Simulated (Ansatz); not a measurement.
# armchair SiC nanoribbon (N = 4, H edges): bands under strain

What gap, if any, does the armchair SiC nanoribbon (N = 4, H edges) have, and how does it change under strain?

Method: DFT PBE, plane waves, PAW; relaxation of a wire's period, in the first sound run; inputs show where later runs differ, in Ansatz 0.2.0.

Most raw output is cut from this account.

### Step 1. The structure

The cell holds 12 atoms: 4 Si, 4 C and 4 H. Cell: a = 14.110 Å, b = 7.000 Å, c = 5.370 Å, α = 90.0°, β = 90.0°, γ = 90.0°. Vacuum lies along a and b. The structure's axis is c.

### Step 2. Relaxing the period

Band widths follow the bond lengths, so the wire is relaxed first. The atoms and the third cell vector are free; the box across stays fixed as vacuum. A Fermi-Dirac smearing is set since the result may be a metal. The pressure printed is a third of the stress's trace over the whole box, vacuum included; only the stress along the axis is relaxed.

The input, input.yaml:

```yaml
crystal:
  lattice:
    - [14.11, 0.0, 0.0]
    - [0.0, 7.0, 0.0]
    - [0.0, 0.0, 5.37]
  atoms:
    - { symbol: Si, position: [0.335205958, 0.5, 0.0] }
    - { symbol: Si, position: [0.554934587, 0.5, 0.0] }
    - { symbol: C, position: [0.335205958, 0.5, 0.333333333] }
    - { symbol: C, position: [0.554934587, 0.5, 0.333333333] }
    - { symbol: H, position: [0.751953832, 0.5, 0.367783985] }
    - { symbol: H, position: [0.269532877, 0.5, 0.432960894] }
    - { symbol: Si, position: [0.445070273, 0.5, 0.5] }
    - { symbol: Si, position: [0.664798901, 0.5, 0.5] }
    - { symbol: C, position: [0.445070273, 0.5, 0.833333333] }
    - { symbol: C, position: [0.664798901, 0.5, 0.833333333] }
    - { symbol: H, position: [0.248051028, 0.5, 0.867783985] }
    - { symbol: H, position: [0.730471983, 0.5, 0.932960894] }
kpoints:
  mp_grid: { grid: [1, 1, 15] }
scf:
  occupations: { method: fermi_dirac, width: 0.05 }
hamiltonian:
  xc: pbe
relax:
  cell: { fix: [a, b, alpha, beta, gamma] }
  max_steps: 45
  f_tol: 0.03
```

The run is started by

```sh
$ ansatz run input.yaml --threads 4 --pin off --max-ram 16384MiB --backend cpu --events-out ev --progress --plain --runs-dir out
```

Wall time 13 s (4 threads of Arm Neoverse V2, shared host); peak memory 0.75 GiB.

The steps of the relaxation:

```
step  energy less that of the first step (eV)  largest force component (eV/Å)  pressure (GPa)  volume (Å³)
   1                                   0.0000                          1.9050            0.16       530.39
   2                                  -0.1779                          0.7860            0.03       533.77
   3                                  -0.2109                          0.0818            0.11       534.68
   4                                  -0.2114                          0.0156            0.08       534.71
  5*                                  -0.2130                          0.0162            0.09       534.71
```

Relaxation steps marked * repeat the geometry before them on a plane-wave basis chosen anew for their cell, so energy and pressure can jump there.

Forces are held to the 4 operations that the run works with; a distortion that breaks them can't arise in this run.

```
cell as run  before  after  change
      c (Å)   5.370  5.414  +0.8 %
```

The atoms that moved most (Å, along periodic axes as changes of fractional coordinates times the final cell, across vacuum about the mean position):

```
atom      dx     dy      dz  length
 Si1   0.068  0.000   0.045   0.082
 Si8  -0.068  0.000   0.045   0.082
  H6  -0.026  0.000  -0.048   0.055
 H12   0.026  0.000  -0.048   0.055
  C4  -0.021  0.000  -0.003   0.021
  C9   0.021  0.000  -0.003   0.021
 Si7  -0.019  0.000   0.006   0.020
 Si2   0.019  0.000   0.006   0.020
```

This step gave:

```yaml
cell_length_along_the_wire: 5.414 Å
```

The cell's length comes to 5.414 Å with spin left out.

### Step 3. The perfect wire

This step: DFT PBE, plane waves, PAW; bands of a perfect wire (Ansatz 0.2.0).

At the relaxed period the bands are computed along the axis; those that cross an energy going forward count the channels that a perfect wire would open there.

The input, input.yaml:

```yaml
crystal:
  lattice:
    - [14.11, 0.0, 0.0]
    - [0.0, 7.0, 0.0]
    - [0.0, 0.0, 5.4136843865]
  atoms:
    - { symbol: Si, position: [0.340012271, 0.5, 0.008352369] }
    - { symbol: Si, position: [0.556272259, 0.5, 0.001150306] }
    - { symbol: C, position: [0.336159965, 0.5, 0.330644781] }
    - { symbol: C, position: [0.553477416, 0.5, 0.332751556] }
    - { symbol: H, position: [0.751531871, 0.5, 0.370479879] }
    - { symbol: H, position: [0.26765396, 0.5, 0.424032654] }
    - { symbol: Si, position: [0.443727741, 0.5, 0.501150306] }
    - { symbol: Si, position: [0.659987729, 0.5, 0.508352369] }
    - { symbol: C, position: [0.446522584, 0.5, 0.832751556] }
    - { symbol: C, position: [0.663840035, 0.5, 0.830644781] }
    - { symbol: H, position: [0.248468129, 0.5, 0.870479879] }
    - { symbol: H, position: [0.73234604, 0.5, 0.924032654] }
kpoints:
  mp_grid: { grid: [1, 1, 15] }
  band_path: { path: ["Γ", Z], npoints: 90 }
scf:
  occupations: { method: fermi_dirac, width: 0.05 }
hamiltonian:
  xc: pbe
output:
  dos: { e_range: [-5, 4] }
  write_potential: true
  write_density: true
  volumetric_format: npy
```

The job ended after 20 s (4 threads; peak memory 1.1 GiB; 78 s of CPU time).

Numbers from this step:

| Property | Result |
| --- | --- |
| band gap | 2.477 eV |

The electronic bands at the labelled points (eV, zero at the Fermi level):

```
  point  band 15  band 16  band 17  band 18  band 19  band 20  band 21  band 22
      Γ    -3.18    -2.91    -1.47    -1.21     1.27     1.27     2.06     2.98
halfway    -3.45    -2.72    -2.24    -1.49     1.31     2.15     2.30     2.80
      Z    -3.39    -3.39    -2.12    -2.12     1.78     1.78     2.91     2.91
```

The gap is 2.48 eV, with spin left out.

The path shows a nearly direct (within 0.01 eV) gap of 2.48 eV (valence top at Γ, conduction bottom between Γ and Z).

### Step 4. Strain along the wire, period over the relaxed period 0.96, k-mesh 1×1×12

This step: DFT PBE, plane waves, PAW; relaxation at a fixed period (Ansatz 0.2.0).

The period is set to 0.96 times the relaxed one and the atoms relax within it: strain changes bond lengths and angles, which shifts the bands against each other. Against the first PBE run of this kind, the mesh along the wire has 12 points against 15.

The cell differs from the one that the last finished run ended in (c 5.414 → 5.197 Å).

Changes to input.yaml since step 3:

```diff
@@ -4,3 +4,3 @@
     - [0.0, 7.0, 0.0]
-    - [0.0, 0.0, 5.4136843865]
+    - [0.0, 0.0, 5.1971370111]
   atoms:
@@ -19,3 +19,3 @@
 kpoints:
-  mp_grid: { grid: [1, 1, 15] }
+  mp_grid: { grid: [1, 1, 12] }
   band_path: { path: ["Γ", Z], npoints: 90 }
@@ -25,6 +25,6 @@
   xc: pbe
+relax:
+  max_steps: 40
+  f_tol: 0.02
 output:
-  dos: { e_range: [-5, 4] }
-  write_potential: true
-  write_density: true
-  volumetric_format: npy
+  stress: true
```

It took 25 s on 4 threads; peak memory 1.1 GiB.

Relaxation path:

```
step  energy less that of the first step (eV)  largest force component (eV/Å)
   1                                   0.0000                          1.5438
   2                                  -0.1289                          0.7898
   3                                  -0.1780                          0.1134
   4                                  -0.1790                          0.0716
   5                                  -0.1793                          0.0045
```

Forces are held to the 4 operations that the run works with; a distortion that breaks them can't arise in this run.

The atoms that moved most (Å):

```
atom      dx     dy      dz  length
  H5   0.018  0.000  -0.095   0.097
 H11  -0.018  0.000  -0.095   0.097
  H6  -0.026  0.000   0.090   0.094
 H12   0.026  0.000   0.090   0.094
  C3  -0.053  0.000   0.026   0.059
 C10   0.053  0.000   0.026   0.059
 Si1  -0.045  0.000  -0.026   0.052
 Si8   0.045  0.000  -0.026   0.052
```

The relaxed structure:

```xyz
12
Lattice="14.1100 0.0000 0.0000 0.0000 7.0000 0.0000 0.0000 0.0000 5.1971" Properties=species:S:1:pos:R:3
Si    4.7528    3.5000    0.0177
Si    7.8626    3.5000   -0.0110
C     4.6900    3.5000    1.7448
C     7.8175    3.5000    1.7506
H    10.6218    3.5000    1.8300
H     3.7509    3.5000    2.2942
Si    6.2474    3.5000    2.5876
Si    9.3572    3.5000    2.6163
C     6.2925    3.5000    4.3491
C     9.4200    3.5000    4.3433
H     3.4882    3.5000    4.4286
H    10.3591    3.5000    4.8928
```

Numbers from this step:

* band gap: 2.581 eV

Electronic bands along the path, in eV, zero at the Fermi level:

```
  point  band 15  band 16  band 17  band 18  band 19  band 20  band 21  band 22
      Γ    -3.02    -2.98    -1.34    -1.28     1.39     1.50     2.07     2.78
halfway    -3.22    -2.81    -2.17    -1.52     1.31     2.29     2.33     2.86
      Z    -3.41    -3.41    -2.17    -2.17     1.71     1.71     3.03     3.03
```

The gap is 2.58 eV, against 2.48 eV under PBE at the relaxed period.

### Step 5. At a strained period, period over the relaxed period 0.98, k-mesh 1×1×12

The period is set to 0.98 times the relaxed one and the atoms relax within it: strain changes bond lengths and angles, which shifts the bands against each other. Against the first PBE run of this kind, the mesh along the wire has 12 points against 15.

The cell differs from the one that the last finished run ended in (c 5.197 → 5.305 Å).

Changes to input.yaml since step 4:

```diff
@@ -4,3 +4,3 @@
     - [0.0, 7.0, 0.0]
-    - [0.0, 0.0, 5.1971370111]
+    - [0.0, 0.0, 5.3054106988]
   atoms:
```

It took 23 s on 4 threads; peak memory 1.2 GiB.

Step by step:

```
step  energy less that of the first step (eV)  largest force component (eV/Å)
   1                                   0.0000                          0.6840
   2                                  -0.0300                          0.3541
   3                                  -0.0408                          0.0485
   4                                  -0.0410                          0.0185
```

Forces are held to the 4 operations that the run works with; a distortion that breaks them can't arise in this run.

The atoms that moved most (Å):

```
atom      dx     dy      dz  length
  H5   0.008  0.000  -0.049   0.050
 H11  -0.008  0.000  -0.049   0.050
  H6  -0.016  0.000   0.042   0.045
 H12   0.016  0.000   0.042   0.045
 C10   0.026  0.000   0.014   0.030
  C3  -0.026  0.000   0.014   0.030
 Si1  -0.022  0.000  -0.012   0.025
 Si8   0.022  0.000  -0.012   0.025
```

The relaxed structure:

```cif
data_structure
_symmetry_space_group_name_H-M 'P 1'
_symmetry_Int_Tables_number 1
_cell_length_a 14.1100
_cell_length_b 7.0000
_cell_length_c 5.3054
_cell_angle_alpha 90.000
_cell_angle_beta 90.000
_cell_angle_gamma 90.000
_cell_volume 524.02
loop_
_atom_site_label
_atom_site_type_symbol
_atom_site_fract_x
_atom_site_fract_y
_atom_site_fract_z
_atom_site_occupancy
Si1 Si 0.33847 0.50000 0.00608 1
Si2 Si 0.55676 0.50000 0.99991 1
C3 C 0.33430 0.50000 0.33337 1
C4 C 0.55368 0.50000 0.33486 1
H5 H 0.75208 0.50000 0.36126 1
H6 H 0.26654 0.50000 0.43194 1
Si7 Si 0.44324 0.50000 0.49991 1
Si8 Si 0.66153 0.50000 0.50608 1
C9 C 0.44632 0.50000 0.83486 1
C10 C 0.66570 0.50000 0.83337 1
H11 H 0.24792 0.50000 0.86126 1
H12 H 0.73346 0.50000 0.93194 1
```

The gap is 2.54 eV, against 2.48 eV under PBE at the relaxed period.

### Step 6. At a strained period, period over the relaxed period 1.02, k-mesh 1×1×11

The period is set to 1.02 times the relaxed one and the atoms relax within it: strain changes bond lengths and angles, which shifts the bands against each other. Against the first PBE run of this kind, the mesh along the wire has 11 points against 15.

The cell differs from the one that the last finished run ended in (c 5.305 → 5.522 Å).

Changes to input.yaml since step 5:

```diff
@@ -4,3 +4,3 @@
     - [0.0, 7.0, 0.0]
-    - [0.0, 0.0, 5.3054106988]
+    - [0.0, 0.0, 5.5219580742]
   atoms:
@@ -19,3 +19,3 @@
 kpoints:
-  mp_grid: { grid: [1, 1, 12] }
+  mp_grid: { grid: [1, 1, 11] }
   band_path: { path: ["Γ", Z], npoints: 90 }
```

Elapsed: 23 s, on 4 threads; peak memory 1.2 GiB; 89 s of CPU time.

Step by step:

```
step  energy less that of the first step (eV)  largest force component (eV/Å)
   1                                   0.0000                          0.5196
   2                                  -0.0273                          0.2682
   3                                  -0.0358                          0.0326
   4                                  -0.0359                          0.0140
```

The run keeps the 4 symmetry operations that it works with, so distortions that break them were not tested.

The atoms that moved most (Å):

```
atom      dx     dy      dz  length
  H5  -0.006  0.000   0.054   0.055
 H11   0.006  0.000   0.054   0.055
  H6   0.012  0.000  -0.050   0.051
 H12  -0.012  0.000  -0.050   0.051
 C10  -0.026  0.000  -0.014   0.029
  C3   0.026  0.000  -0.014   0.029
 Si8  -0.022  0.000   0.012   0.025
 Si1   0.022  0.000   0.012   0.025
```

The relaxed structure:

```xyz
12
Lattice="14.1100 0.0000 0.0000 0.0000 7.0000 0.0000 0.0000 0.0000 5.5220" Properties=species:S:1:pos:R:3
Si    4.8195    3.5000    0.0585
Si    7.8433    3.5000    0.0124
C     4.7690    3.5000    1.8121
C     7.8070    3.5000    1.8279
H    10.5983    3.5000    2.1002
H     3.7883    3.5000    2.2919
Si    6.2667    3.5000    2.7734
Si    9.2905    3.5000    2.8195
C     6.3030    3.5000    4.5889
C     9.3410    3.5000    4.5731
H     3.5117    3.5000    4.8612
H    10.3217    3.5000    5.0528
```

Electronic bands along the path, in eV, zero at the Fermi level:

```
  point  band 15  band 16  band 17  band 18  band 19  band 20  band 21  band 22
      Γ    -3.20    -2.84    -1.52    -1.17     1.18     1.23     2.05     3.01
halfway    -3.40    -2.67    -2.25    -1.45     1.33     2.08     2.28     2.79
      Z    -3.37    -3.37    -2.08    -2.08     1.83     1.83     2.82     2.82
```

The gap is 2.34 eV, against 2.48 eV under PBE at the relaxed period.

### Step 7. Strain along the wire, period over the relaxed period 1.04, k-mesh 1×1×11

The period is set to 1.04 times the relaxed one and the atoms relax within it: strain changes bond lengths and angles, which shifts the bands against each other. Against the first PBE run of this kind, the mesh along the wire has 11 points against 15.

The cell differs from the one that the last finished run ended in (c 5.522 → 5.630 Å).

Changes to input.yaml since step 6:

```diff
@@ -4,3 +4,3 @@
     - [0.0, 7.0, 0.0]
-    - [0.0, 0.0, 5.5219580742]
+    - [0.0, 0.0, 5.630231762]
   atoms:
```

Run time: 25 s. Hardware: 4 threads; peak memory 1.2 GiB.

The steps of the relaxation:

```
step  energy less that of the first step (eV)  largest force component (eV/Å)
   1                                   0.0000                          0.9107
   2                                  -0.1021                          0.4694
   3                                  -0.1303                          0.0655
   4                                  -0.1308                          0.0217
   5                                  -0.1308                          0.0071
```

Forces are held to the 4 operations that the run works with; a distortion that breaks them can't arise in this run.

The atoms that moved most (Å):

```
atom      dx     dy      dz  length
 H11   0.007  0.000   0.112   0.112
  H5  -0.007  0.000   0.112   0.112
 H12  -0.023  0.000  -0.101   0.103
  H6   0.023  0.000  -0.101   0.103
 C10  -0.051  0.000  -0.027   0.058
  C3   0.051  0.000  -0.027   0.058
 Si1   0.041  0.000   0.024   0.048
 Si8  -0.041  0.000   0.024   0.048
```

Final coordinates:

```xyz
12
Lattice="14.1100 0.0000 0.0000 0.0000 7.0000 0.0000 0.0000 0.0000 5.6302" Properties=species:S:1:pos:R:3
Si    4.8385    3.5000    0.0711
Si    7.8373    3.5000    0.0167
C     4.7944    3.5000    1.8341
C     7.8070    3.5000    1.8553
H    10.5966    3.5000    2.1980
H     3.7994    3.5000    2.2866
Si    6.2727    3.5000    2.8318
Si    9.2715    3.5000    2.8862
C     6.3030    3.5000    4.6704
C     9.3156    3.5000    4.6492
H     3.5134    3.5000    5.0131
H    10.3106    3.5000    5.1017
```

The gap is 2.21 eV, against 2.48 eV under PBE at the relaxed period.

### Step 8. At a strained period, period over the relaxed period 1.06, k-mesh 1×1×11

The period is set to 1.06 times the relaxed one and the atoms relax within it: strain changes bond lengths and angles, which shifts the bands against each other. Against the first PBE run of this kind, the mesh along the wire has 11 points against 15.

The cell differs from the one that the last finished run ended in (c 5.630 → 5.739 Å).

Changes to input.yaml since step 7:

```diff
@@ -4,3 +4,3 @@
     - [0.0, 7.0, 0.0]
-    - [0.0, 0.0, 5.630231762]
+    - [0.0, 0.0, 5.7385054497]
   atoms:
```

Wall time 27 s (4 threads); peak memory 1.2 GiB.

The electronic bands at the labelled points (eV, zero at the Fermi level):

```
  point  band 15  band 16  band 17  band 18  band 19  band 20  band 21  band 22
      Γ    -3.06    -2.68    -1.56    -1.05     1.03     1.18     2.00     3.08
halfway    -3.25    -2.55    -2.21    -1.36     1.37     1.94     2.22     2.81
      Z    -3.29    -3.29    -1.97    -1.97     1.93     1.93     2.59     2.59
```

The gap is 2.08 eV, against 2.48 eV under PBE at the relaxed period.

### Step 9. Comparing the runs

Times are for 4 threads of Arm Neoverse V2, shared host. The series side by side:

```
no.  period over the relaxed period  k-mesh  pressure (GPa)  band gap (eV)  time  memory (GiB)
  1                            0.96  1×1×12           1.089          2.581  25 s           1.1
  2                            0.98  1×1×12          0.5701          2.538  23 s           1.2
  3                            1.02  1×1×11         -0.3679          2.342  23 s           1.2
  4                            1.04  1×1×11         -0.8119          2.205  25 s           1.2
  5                            1.06  1×1×11          -1.220          2.077  27 s           1.2
```

### Step 10. Summary of results

```
cell length, PBE           : 5.414 Å
gap, PBE                   : 2.48 eV
gap, period scaled by 0.96 : 2.58 eV
gap, period scaled by 0.98 : 2.54 eV
gap, period scaled by 1.02 : 2.34 eV
gap, period scaled by 1.04 : 2.21 eV
gap, period scaled by 1.06 : 2.08 eV
```

**Reading.** Under PBE the cell's length is 5.41 Å, and a gap of 2.48 eV makes it a semiconductor. Strain matters: under PBE the gap goes from 2.48 eV to 2.58 eV at 0.96 times the period, 2.54 eV at 0.98 times the period, 2.34 eV at 1.02 times the period, 2.21 eV at 1.04 times the period and 2.08 eV at 1.06 times the period.

[Logs are printed without paths, hosts, clocks, repeated set-up lines and the standing remarks that a program may print on its own settings, such as how far it seeks lower states.]

[Hosts, paths, dates, database ids (printed as entryN), source tags and the programs' standing remarks are cut or masked in the printed files.]
